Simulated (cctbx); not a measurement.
**Diagnosing a refinement**

Cell a = 6.3380 Å, b = 4.6520 Å, c = 8.5530 Å, α = 90.00°, β = 90.00°, γ = 90.00°; space group Pnma (no. 62). The compound is GaRhPb.

The data are simulated with cctbx, not measured: Mo Kα, λ = 0.71073 Å, to d = 0.7 Å, 70 % of the full sphere, strongest reflection 70000 counts, noise from counting, a 3 % proportional error and a noise floor of 15 counts (s.d.); no absorption, and some extinction, which the refinements don't model.

An anisotropic refinement with weights 1/σ² prints:

```text
Rint 0.025, 423 unique reflections to 0.70 A
cycle     R1     wR2    GooF  max shift (A)
   1  0.0226  0.0595   2.840   0.00020
   2  0.0109  0.0262   1.249   0.00000
final R1 0.0109 wR2 0.0262 GooF 1.249  parameters 18  data/parameter 23.5
atom        x        y        z      Ueq    occ   su(xyz)  su(Uiso or U11)
Pb1    0.22512  0.75000  0.39779   0.0082  1.000  0.00003  0.0001
Rh1    0.65747  0.75000  0.43153   0.0090  1.000  0.00006  0.0002
As1    0.95659  0.25000  0.30531   0.0152  1.000  0.00009  0.0002
difference map: max 0.63 min -1.26 rms 0.24
Q1    0.0922  0.7500  0.0049    4    0.65  0.68 A from Rh1
Q2    0.1992  0.5603  0.1305    8    0.65  1.06 A from Rh1
Q3    0.0283  0.2500  0.5871    4    0.64  1.61 A from Pb1
Q4    0.2046  0.2500  0.8079    4    0.64  0.89 A from Pb1
Q5    0.0687  0.6080  0.3564    8    0.62  1.24 A from Pb1
Q6    0.0470  0.0288  0.5438    8    0.59  1.83 A from As1
```

**Question.** Can this result stand? If not, what is the likely fault?

Mend it. The fault: wrong element: As1 is Ga. Against the right model at the same level, R1 goes from 0.0092 to 0.0109 and GooF from 1.00 to 1.25 and U of As1 swells from 0.0116 to 0.0152 Å². As1 has 2 electrons too many and its U swells to shed them, as expected (near an absorption edge f′ can widen the mismatch well beyond the difference in Z).

The compound is GaRhPb. The right model at the same level gives:

```text
Rint 0.025, 423 unique reflections to 0.70 A
cycle     R1     wR2    GooF  max shift (A)
   1  0.0092  0.0210   1.003   0.00006
   2  0.0092  0.0209   0.999   0.00000
final R1 0.0092 wR2 0.0209 GooF 0.999  parameters 18  data/parameter 23.5
atom        x        y        z      Ueq    occ   su(xyz)  su(Uiso or U11)
Pb1    0.22512  0.75000  0.39779   0.0083  1.000  0.00002  0.0001
Rh1    0.65750  0.75000  0.43151   0.0091  1.000  0.00005  0.0001
Ga1    0.95658  0.25000  0.30532   0.0116  1.000  0.00007  0.0002
difference map: max 0.62 min -0.83 rms 0.21
Q1    0.0911  0.7500  0.0045    4    0.68  0.69 A from Rh1
Q2    0.2065  0.5735  0.1336    8    0.62  1.04 A from Rh1
Q3    0.2049  0.2500  0.8108    4    0.62  0.87 A from Pb1
Q4    0.0704  0.6270  0.3566    8    0.61  1.19 A from Pb1
Q5    0.0386  0.2500  0.9743    4    0.57  1.30 A from Rh1
Q6    0.2346  0.6446  0.0155    8    0.54  0.83 A from Rh1
```

This is a model crystal, built by substitution and not relaxed, with assumed displacement parameters.

[Middle refinement cycles are left out of these outputs.]

[Logs are printed without paths, hosts, clocks, repeated set-up lines and the standing remarks that a program may print on its own settings, such as how far it seeks lower states.]
